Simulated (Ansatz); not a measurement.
# A hypothetical structure for TiVSi2Ge2, part 2 of 2

Starting from a made-up structure for TiVSi2Ge2, the aim is the relaxed cell, its shortest contacts and, where a second run follows, its electronic structure.

Ansatz 0.2.0; DFT, PBEsol, plane-wave PAW, files of the set soft_1, scalar-relativistic, ferromagnetic start, cell and ions relaxed at zero pressure; PAW set soft_1 (the session's first sound run).

So far: The starting structure; Relaxation of the guess. The relaxed cell has a, b, c = 3.642, 3.536, 13.334 Å (conventional setting).

### Step 3. Bands of the relaxed cell

With the geometry fixed, one more self-consistent run, with a narrower smearing and the mesh shown in its input, gives the bands, and its pressure, and its forces where symmetry allows any, show how far the geometry depends on these settings.

This step: DFT, PBEsol, plane-wave PAW, files of the set soft_1, scalar-relativistic, no spin, bands and density of states at the relaxed cell; PAW set soft_1 (Ansatz 0.2.0).

The input, input.yaml:

```yaml
crystal:
  lattice:
    - [3.6423854443, 0.0, 0.0]
    - [0.0, 1.7680126575, 6.6670298219]
    - [0.0, -1.7680126575, 6.6670298219]
  atoms:
    - { symbol: Ge, position: [0.5, 0.7471557584, 0.7471557584] }
    - { symbol: Ge, position: [0.0, 0.2463420807, 0.2463420807] }
    - { symbol: V, position: [0.5, 0.0991696881, 0.0991696881] }
    - { symbol: Ti, position: [0.0, 0.8994665389, 0.8994665389] }
    - { symbol: Si, position: [0.5, 0.4450304482, 0.4450304482] }
    - { symbol: Si, position: [0.0, 0.5601354857, 0.5601354857] }
kpoints:
  mp_grid: { grid: [8, 10, 10] }
  band_path:
    path:
      - [[0.0, 0.0, 0.0], [0.0, 0.2675811, -0.2675811], [0.0, 0.0, -0.5], [-0.5, 0.0, -0.5], [-0.5, 0.2675811, -0.2675811], [-0.5, 0.0, 0.0], [0.0, 0.0, 0.0], [0.0, -0.5, -0.5], [0.0, -0.2675811, -0.7324189], [-0.5, -0.2675811, -0.7324189], [-0.5, -0.5, -0.5], [0.0, -0.5, -0.5]]
      - [[-0.5, 0.0, 0.0], [-0.5, -0.5, -0.5]]
    npoints: 6
scf:
  occupations: { method: fermi_dirac, width: 0.03 }
  n_extra_bands: 10
hamiltonian:
  xc: pbesol
  pseudopotentials: { kind: paw, azcp: { folder: soft_1 }, xc_functional: pbe }
output:
  forces: true
  stress: true
  write_bands: true
  dos: { projected: true }
  write_density: true
  write_potential: true
  elf: true
  volumetric_format: npy
```

Launch:

```bash
ansatz run input.yaml --threads 4 --pin off --max-ram 10240MiB --backend cpu --events-out ev --progress --plain --runs-dir out
```

Numbers of over 12 decimals in the logs are rounded to 6 here.

The program printed:

```text
[...]
Crystal: 6 atoms, lattice volume = 85.868 Å³
Basis set: ecut = 420 eV, 1671 PW (Γ), exchange–correlation on 50×96×96 points (8 copies of the dense FFT grid, shifted against one another)
Bands: 41, of which v1, the nominal top of the filled ones, is band 31 counted from 1 (30 counted from 0)
Symmetry: 4 space group operations
[...]
k-points: 155 of 800 (time reversal used)
[...]
SCF iter   1: F=—  HF=-15114.058509 eV  |F-HF|=—  |Δ(HF+E_count)|=         —  Δρ=7.39e-2  dr2=1.73e1  ethr=3.10e-3  ⟨swp⟩=6.2  Hψ=25548  notcnv=0
[...]
SCF iter  10: F=-15111.417531 eV  HF=-15111.417531 eV  |F-HF|=1.25e-8  |Δ(HF+E_count)|=   1.23e-7  Δρ=4.10e-6  dr2=1.73e-8  ethr=1.56e-10  ⟨swp⟩=7.2  Hψ=32810  notcnv=0
SCF 1 converged in 10 iterations: F = -15111.417531 eV  dr2 = 1.73e-8
[...]
NSCF: frozen V_eff on 74 k-points
SCF converged after 10 iterations
Free energy (F): -15111.417531 eV
[...]
Internal energy: -15111.406667 eV  (E = F + TS)
E sigma→0 (E₀):  -15111.412099 eV
Entropy (-TS):   -0.010864 eV (-1.811 meV/atom)
Fermi energy:    14.442837 eV
[...]
--- Forces (eV/Å), atoms counted from 1 ---
  atom   1  Ge     0.00000000     0.00000000     0.00705793
  atom   2  Ge     0.00000000     0.00000000     0.00665982
  atom   3  V      0.00000000     0.00000000     0.00939504
  atom   4  Ti     0.00000000     0.00000000    -0.00401592
  atom   5  Si     0.00000000     0.00000000     0.00380266
  atom   6  Si     0.00000000     0.00000000    -0.02286122
  max |Σ_I F_I| component: 3.83e-5 eV/Å
--- Stress (GPa, compression-positive) ---
       -0.046241       0.000000       0.000000
        0.000000      -0.114917       0.000000
        0.000000       0.000000      -0.069486
  P = ⅓ Tr σ = -0.0769 GPa (-0.769 kbar)
--- Band table (eV; the first three rows and the last of 155) ---
  k-point 0: bands = [... 27 lower, 12.0574, 12.2130, 13.9454, 13.9722, 14.9057, 14.9828, 15.5516, 16.1503, ... 6 higher]
  k-point 1: bands = [... 27 lower, 12.3843, 12.5916, 13.9676, 14.1891, 14.7043, 14.9319, 15.3446, 15.9050, ... 6 higher]
  k-point 2: bands = [... 27 lower, 12.6347, 13.0120, 13.7069, 14.4918, 14.4998, 14.9920, 15.0806, 15.6135, ... 6 higher]
  k-point 154: bands = [... 27 lower, 12.2975, 13.2053, 13.6866, 14.4283, 14.7157, 14.7784, 15.7826, 16.0176, ... 6 higher]
```

It took 35 s on 4 threads of Arm Neoverse V1, shared host; peak memory 0.74 GiB; 2.3 min of CPU time.

In the SCF lines HF is the Harris–Foulkes energy and dr2 the Hartree energy of the density residual, in eV; the loop may stop once dr2 is under the threshold and the program's other checks hold. Hψ counts applications of the Hamiltonian.

This step gave:

| Item | Value |
| --- | --- |
| free energy | -15111.4175 eV |
| energy at zero smearing | -15111.4121 eV |
| smearing term TS | 0.01086 eV |
| Fermi energy | 14.44 eV |
| pressure | -0.07688 GPa |

From bands.tsv, the bands that come nearest the Fermi level along the path, at its corners, in eV from the Fermi level:

```tsv
point	band 27	band 28	band 29	band 30	band 31	band 32	band 33	band 34
Γ	-2.42	-2.39	-2.23	-0.50	-0.47	0.46	0.54	1.11
X	-2.03	-1.35	-1.15	-1.01	-0.44	0.30	0.65	1.22
S	-1.97	-1.54	-1.11	-0.93	-0.58	0.40	0.56	0.83
R	-3.42	-3.25	-2.79	-2.76	0.46	0.57	1.41	1.67
A	-3.64	-3.40	-2.67	-2.64	0.46	0.60	1.42	1.68
Z	-1.91	-1.76	-0.38	-0.05	0.30	0.81	0.89	1.26
Γ	-2.42	-2.39	-2.23	-0.50	-0.47	0.46	0.54	1.11
Y	-2.92	-2.28	-1.39	-0.48	0.06	0.22	0.26	0.56
X1	-2.03	-1.35	-1.15	-1.01	-0.44	0.30	0.65	1.22
A1	-3.64	-3.40	-2.67	-2.64	0.46	0.60	1.42	1.68
T	-2.52	-2.15	-1.24	-0.76	-0.01	0.27	0.34	1.34
Y	-2.92	-2.28	-1.39	-0.48	0.06	0.22	0.26	0.56
Z	-1.91	-1.76	-0.38	-0.05	0.30	0.81	0.89	1.26
T	-2.52	-2.15	-1.24	-0.76	-0.01	0.27	0.34	1.34
```

Counts of states for the cell as run, both spins, by energy window (eV from the Fermi level):

```csv
from,to,total
-8,-7,1.02
-7,-6,1.22
-6,-5,1.98
-5,-4,2.40
-4,-3,3.45
-3,-2,4.00
-2,-1,2.95
-1,0,1.93
0,1,5.20
1,2,5.50
2,3,4.29
```

A further 42.0 states lie below the table's range.

Valence density in the bc plane of the cell as run, not the conventional one, at fractional x = 0.000, with atoms of Ge and Ti and Si within 0.2 Å of it. It is the smooth field of the valence electrons, not physical close to the nuclei.

Ten steps, logarithmic in the rise over the least value, from '0' (0 e/Å³) to '9' (36 e/Å³), each cell a mean:
```
0000000001100146763
3000000000000014776
5200011000000002577
6410011100000000246
5531001111000000014
2331001100000000001
0111000100000000000
0000000110000000000
1100000010000000001
1111000001000010001
1332100000110010000
1365210000011111000
0268731000000111100
0138983100000001100
0014897210000000000
0001488521001110000
0000136631001331000
0000012331101354200
0000000111100256530
```
Columns run along b (6.9 Å), rows up along c (6.9 Å). Atoms in or near the plane, at fractional coordinates: Ge at (0.25, 0.25), Ti at (0.90, 0.90), Si at (0.56, 0.56).

Electrostatic potential energy in the bc plane of the cell as run, not the conventional one, at fractional x = 0.000, with atoms of Ge and Ti and Si within 0.2 Å of it. With pseudopotentials it is smooth inside the atoms' cores, unlike the true potential.

Ten even steps from '_' (-28 eV) to '@' (16 eV), each cell a mean:
```
%%@@@@@@@@@@@@@@%%####%%@@##::______--
==%%@@@@@@@@@@@@@@@@%%@@@@@@**..______
__++%%@@@@%%%%%%@@@@@@@@@@@@@@**..____
__..**%%%%##++++##@@@@@@@@@@@@%%**..__
____--##@@%%==::::**%%@@@@@@@@@@@@**::
==::--**%%%%**......==%%@@@@@@@@@@@@##
%%**++**%%@@%%==..==::--%%@@@@@@@@@@@@
%%%%%%##%%@@@@##----##----%%@@@@@@@@%%
##%%%%%%@@@@@@@@##::==##::==%%@@@@%%##
++++##%%@@@@@@@@@@##::--==..**@@@@@@##
++====**%%@@@@@@@@@@##--....::##@@@@%%
**======++%%@@@@@@@@@@##==..::++%%@@@@
%%++==++====%%@@@@@@@@@@%%**==++%%@@@@
@@%%====++++==%%@@@@@@@@@@%%%%##%%@@@@
@@@@##==++++==++%%@@@@%%%%%%@@%%@@@@@@
@@@@@@##====++==**%%%%##****##%%@@@@@@
@@@@@@@@##========##%%%%++----**%%@@@@
@@@@@@@@@@%%++====++%%%%**::__..++%%@@
@@@@@@@@@@@@%%**++++##%%%%==______==%%
```
Columns run along b (6.9 Å; values clipped at the 3rd and 97th percentile), rows up along c (6.9 Å). Atoms in or near the plane, at fractional coordinates: Ge at (0.25, 0.25), Ti at (0.90, 0.90), Si at (0.56, 0.56).

ELF in the bc plane of the cell as run, not the conventional one, at fractional x = 0.000, with atoms of Ge and Ti and Si within 0.2 Å of it. It is the smooth field of the valence electrons, not physical close to the nuclei.

Ten even steps from '0' (0.08) to '9' (0.73), each cell a mean:
```
0256665444564179895
4137887533345227879
9315899853223312788
9722799995201221279
9941478788510012127
5751157556751002321
2221036634565101354
6310014653656510246
6652002564365752235
5666312456434685334
4446753345653589534
5323575334566579854
5421257532246789975
5542525751013579986
4564352573000147886
4456421366201112576
4335642246512542135
4334554346632797312
2444455545662599940
```
Columns run along b (6.9 Å), rows up along c (6.9 Å). Atoms in or near the plane, at fractional coordinates: Ge at (0.25, 0.25), Ti at (0.90, 0.90), Si at (0.56, 0.56).

### Step 4. Summary of results

| Quantity | Value |
| --- | --- |
| space group, relaxed | Amm2 |
| conventional cell | a = 3.642, b = 3.536, c = 13.334 Å; α = 90.0°, β = 90.0°, γ = 90.0° |
| volume per atom | 14.31 Å³ (guess 14.88) |
| total moment | 0.00 μB in the cell of 6 atoms |

**Reading.** TiVSi2Ge2 relaxes to Amm2 with a = 3.642, b = 3.536 and c = 13.334 Å. The guessed volume was 4 % too large. The space group Amm2 was held in the relaxation, so the end point is a stationary structure within it and may be a saddle against distortions or other arrangements. The moments died out from this one start and weren't seeded again at the relaxed cell. Bands cross the Fermi level, so it is a metal or semimetal at this level. The electron count is odd, which forces that without spin polarisation or a larger cell. On the 8×10×10 mesh with the narrower smearing (relaxed on 8×8×8) the largest force component is 0.023 eV/Å and the largest stress component is 0.115 GPa, against the relaxation's thresholds of 0.015 eV/Å and 0.05 GPa. The cutoff wasn't tested. No dispersion term is used, so weakly bound directions may come out too long. Nothing here tests whether the compound is stable against decomposition.

[Logs are printed without paths, hosts, clocks, repeated set-up lines and the standing remarks that a program may print on its own settings, such as how far it seeks lower states.]

[Hosts, paths, dates, database ids (printed as entryN), source tags and the programs' standing remarks are cut or masked in the printed files.]
